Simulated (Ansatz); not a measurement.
# Ca3PbS (model cell, started as antiperovskite): following an unstable mode, part 2 of 2

Aim: this structure of Ca3PbS (model cell, started as antiperovskite) is to be tested for unstable modes, and one is followed downhill.

Ansatz 0.2.0; DFT LDA, scalar-relativistic, plane waves, PAW; PAW set soft_1.

So far. Step 5 (Energy along the mode, all amplitudes (two of the runs …): The lowest of the steps tried is the last one, at 0.6 Å, 37.6 meV/atom below the parent; the bottom of the well need not coincide with a step. Step 7 (The new phase in its own primitive cell): The largest force component left is 0.90 meV/Å and the pressure is 0.000 GPa, within the tolerances set. The cell now holds 27.83 Å³/atom. The relaxed cell has a, b, c = 7.241, 10.332, 7.440 Å (conventional setting).

The structure was built from a prototype and need not be the compound's stable phase.

In doubt: the program warns that the response may not be converged on this k-mesh (step 8), which bears on the force constants and all frequencies.

### Step 8. Modes of the new phase, k-mesh 6×6×6, occupations fixed (continued)

Patterns of degenerate modes are one choice out of their space. The modes at Γ (shares of kinetic energy by element, %):

| mode | frequency (cm⁻¹) | symmetry | Pb % | S % | Ca % |
| --- | --- | --- | --- | --- | --- |
| 1 | 0.0 | acoustic | 58 | 9 | 33 |
| 2 | 0.0 | acoustic | 58 | 9 | 33 |
| 3 | 0.0 | acoustic | 58 | 9 | 33 |
| 4 | 27.9 | B2g | 22 | 0 | 78 |
| 5 | 45.0 | B3u | 23 | 4 | 73 |
| 6 | 52.7 | B1g | 0 | 0 | 100 |
| 7 | 56.6 | B3g | 99 | 0 | 1 |
| 8 | 65.2 | B2g | 78 | 0 | 22 |
| 9 | 69.7 | Ag | 94 | 0 | 6 |
| 10 | 81.0 | B2u | 42 | 13 | 45 |
| 11 | 98.2 | B1u | 37 | 16 | 47 |
| 12 | 99.0 | Au | 0 | 3 | 97 |
| 13 | 102.6 | B3u | 19 | 5 | 75 |
| 14 | 109.8 | Ag | 3 | 0 | 97 |
| 15 | 131.5 | B3u | 0 | 30 | 70 |
| 16 | 141.6 | B1u | 2 | 10 | 88 |
| 17 | 141.9 | B2u | 0 | 29 | 71 |
| 18 | 143.4 | B2g | 0 | 0 | 100 |
| 19 | 151.0 | B3g | 1 | 0 | 99 |
| 20 | 172.1 | B1u | 3 | 21 | 76 |
| 21 | 180.8 | Ag | 3 | 0 | 97 |
| 22 | 228.1 | B3g | 0 | 0 | 100 |
| 23 | 234.7 | B1g | 0 | 0 | 100 |
| 24 | 269.7 | B1u | 0 | 93 | 7 |
| 25 | 271.8 | Au | 0 | 97 | 3 |
| 26 | 285.8 | B2u | 0 | 96 | 4 |
| 27 | 304.5 | B3g | 0 | 0 | 100 |
| 28 | 322.6 | B2u | 0 | 53 | 47 |
| 29 | 332.9 | B3u | 0 | 52 | 48 |
| 30 | 345.8 | B1u | 0 | 52 | 48 |

Displacements in mode 4 (27.9 cm⁻¹), the largest set to 1:
```
Pb1  0.28  0.00  0.00
Pb2 -0.28  0.00  0.00
S3   0.00  0.00  0.00
S4   0.00  0.00  0.00
Ca5 -1.00  0.00  0.00
Ca6  1.00  0.00  0.00
Ca7  0.00  0.47  0.00
Ca8  0.00 -0.47  0.00
Ca9  0.00  0.47  0.00
Ca10 0.00 -0.47  0.00
```

Displacements in mode 21 (180.8 cm⁻¹), the largest set to 1:
```
Pb1  0.00  0.00  0.09
Pb2  0.00  0.00 -0.09
S3   0.00  0.00  0.00
S4   0.00  0.00  0.00
Ca5  0.00  0.00  1.00
Ca6  0.00  0.00 -1.00
Ca7  0.00 -0.41  0.00
Ca8  0.00  0.41  0.00
Ca9  0.00  0.41  0.00
Ca10 0.00 -0.41  0.00
```

Optical modes at the zone centre, without and with the macroscopic field of the longitudinal modes; each column is sorted by frequency, so a row need not hold one and the same mode. Modes with and without the field, by row:

| rank among optical modes | no field (cm⁻¹) | q along (1, 0, 0) (cm⁻¹) | q along (0, 1, 0) (cm⁻¹) | q along (0, 0, 1) (cm⁻¹) |
| --- | --- | --- | --- | --- |
| 1 | 27.9 | 27.9 | 27.9 | 27.9 |
| 2 | 45 | 52.7 | 45 | 45 |
| 3 | 52.7 | 56.6 | 52.7 | 52.7 |
| 4 | 56.6 | 58.8 | 56.6 | 56.6 |
| 5 | 65.2 | 65.2 | 65.2 | 65.2 |
| 6 | 69.7 | 69.7 | 69.7 | 69.7 |
| 7 | 81 | 81 | 89.2 | 81 |
| 8 | 98.2 | 98.2 | 98.2 | 99 |
| 9 | 99 | 99 | 99 | 102.6 |
| 10 | 102.6 | 106.6 | 102.6 | 103.9 |
| 11 | 109.8 | 109.8 | 109.8 | 109.8 |
| 12 | 131.5 | 141.6 | 131.5 | 131.5 |
| 13 | 141.6 | 141.9 | 141.6 | 141.9 |
| 14 | 141.9 | 143.4 | 143.4 | 142.7 |
| 15 | 143.4 | 151 | 151 | 143.4 |
| 16 | 151 | 153.7 | 159.3 | 151 |
| 17 | 172.1 | 172.1 | 172.1 | 180.8 |
| 18 | 180.8 | 180.8 | 180.8 | 191.2 |
| 19 | 228.1 | 228.1 | 228.1 | 228.1 |
| 20 | 234.7 | 234.7 | 234.7 | 234.7 |
| 21 | 269.7 | 269.7 | 269.7 | 270.7 |
| 22 | 271.8 | 271.8 | 271.8 | 271.8 |
| 23 | 285.8 | 285.8 | 286.3 | 285.8 |
| 24 | 304.5 | 304.5 | 304.5 | 304.5 |
| 25 | 322.6 | 322.6 | 332.9 | 322.6 |
| 26 | 332.9 | 343.8 | 334 | 332.9 |
| 27 | 345.8 | 345.8 | 345.8 | 356.5 |

Born charge (rows field, columns displacement) (e), principal values of the symmetric part by kind of site:

| atom | atoms with these values | low | middle | high | mean |
| --- | --- | --- | --- | --- | --- |
| Pb1 | 2 | -3.61 | -3.57 | -2.99 | -3.39 |
| S3 | 2 | -3.31 | -3.17 | -2.97 | -3.15 |
| Ca5 | 2 | 1.66 | 2.31 | 2.45 | 2.14 |
| Ca7 | 4 | 1.76 | 2.20 | 2.64 | 2.20 |

In full for Pb1:

```
-3.57  0.00  0.00
 0.00 -2.99  0.00
 0.00  0.00 -3.61
```

High-frequency dielectric tensor:

```
16.84  0.00  0.00
 0.00 15.99  0.00
 0.00  0.00 17.02
```

Static dielectric tensor (ions relaxed, fixed cell):

```
45.28  0.00  0.00
 0.00 26.29  0.00
 0.00  0.00 25.58
```

Transverse modes. Infrared lines, with heights relative to the strongest:

| position (cm⁻¹) | lines merged | relative intensity |
| --- | --- | --- |
| 28 | 1 | 0.0 |
| 45 | 1 | 34 |
| 53 | 1 | 0.0 |
| 57 | 1 | 0.0 |
| 65 | 1 | 0.0 |
| 70 | 1 | 0.0 |
| 81 | 1 | 28 |
| 98 | 1 | 25 |
| 99 | 1 | 0.0 |
| 103 | 1 | 21 |
| 110 | 1 | 0.0 |
| 132 | 1 | 78 |
| 142 | 2 | 77 |
| 143 | 1 | 0.0 |
| 151 | 1 | 0.0 |
| 172 | 1 | 100 |
| 181 | 1 | 0.0 |
| 228 | 1 | 0.0 |
| 235 | 1 | 0.0 |
| 270 | 1 | 7.7 |
| 272 | 1 | 0.0 |
| 286 | 1 | 4.2 |
| 304 | 1 | 0.0 |
| 323 | 1 | 92 |
| 333 | 1 | 96 |
| 346 | 1 | 97 |

Before it was imposed, the acoustic sum rule was missed by 9.1e-5 eV/Å² and the charge sum rule by 0.062 e. The charge miss is large and points to the mesh or the basis. The lowest optical mode is real, 27.9 cm⁻¹.

The log warns of the k mesh: “the force constants stand on the 6×6×6 k-mesh, whose period is 8.57 times the interband length at k = (0.0000, 0.0000, 0.0000), direct gap 0.489 eV, under 14: take them and everything formed from them as unconverged”.

### Step 9. The phases reached

The phases reached along the modes that were followed are set side by side.

Energies are those of the first relaxation, on the mesh of the frozen mode; space group, volume and gap are those of the last relaxation. Phases, by row:

| mode frozen in | space group | energy from parent (meV/atom) | volume (Å³/atom) | gap on mesh (eV) | lowest zone-centre optical mode (cm⁻¹) | largest shift (Å) |
| --- | --- | --- | --- | --- | --- | --- |
| parent | Pm-3m | 0 | 27.97 | 0.029 | – | – |
| q = (0, -0.5, -0.5), 78i cm⁻¹ | P4/mbm | -44.53 | 27.86 | 0 | 17.2 | 0.684 |
| q = (-0.5, -0.5, -0.5), 76i cm⁻¹ | I4/mcm | -43.56 | 27.77 | 0 | -27 | 0.688 |
| q = (-0.5, -0.5, -0.5), 76i cm⁻¹ | R-3c | -44.44 | 27.76 | 0.55 | -22.3 | 0.59 |
| q = (-0.5, -0.5, -0.5), 76i cm⁻¹ | Imma | -46.29 | 27.83 | 0.489 | 27.9 | 0.694 |

### Step 10. What came out

| Property | Result |
| --- | --- |
| unstable mode of the parent | q = (-0.5, -0.5, -0.5), 76i cm⁻¹ |
| depth at the lowest point sampled | 37.6 meV/atom |
| largest atomic shift at that point | 0.6 Å |
| space group reached (within 0.01 Å) | Imma |
| energy gained over the parent (first relaxation, on the mesh of the frozen mode) | 46.3 meV/atom |
| volume per atom, phase reached | 27.8 Å³ |
| gap on the k-mesh, phase reached | 0.489 eV |
| lowest optical zone-centre mode, phase reached | 27.9 cm⁻¹ |
| highest optical mode at the zone centre (no LO-TO term), phase reached | 346 cm⁻¹ |

In words: Along this mode the structure falls into Imma, 46.3 meV/atom below the parent. At the parent's cell the well is 37.60 meV/atom deep on the steps tried, with its lowest point at a shift of 0.6 Å. That is the last step tried, so the steps alone don't bracket the bottom of the well. Relaxing atoms and cell changes the gain by +8.69 meV/atom against the lowest step (energies at zero smearing). The new phase has no imaginary mode at the zone centre of its cell; other wavevectors were not checked. Of the 4 patterns followed to their end from this parent, this one reaches the lowest energy. Each path keeps the symmetry of its pattern, so a lower phase may lie along a pattern not tried. With the field response the log warns that the k mesh is coarse for the force constants too, so the frequencies may not be converged. With no gap, or one that is small against the smearing, the frequencies hang on the k mesh and the smearing, most of all near Kohn anomalies. Spin-orbit coupling is left out, which can matter for the heavy elements here. The PAW files were made for PBE and serve the other functionals too. A phonon run warned that its eigensolver left some bands unconverged in a pass. The starting cell was built on a prototype and not taken from a measurement, so the phase need not exist.

[Logs are printed without paths, hosts, clocks, repeated set-up lines and the standing remarks that a program may print on its own settings, such as how far it seeks lower states.]

[Hosts, paths, dates, database ids (printed as entryN), source tags and the programs' standing remarks are cut or masked in the printed files.]
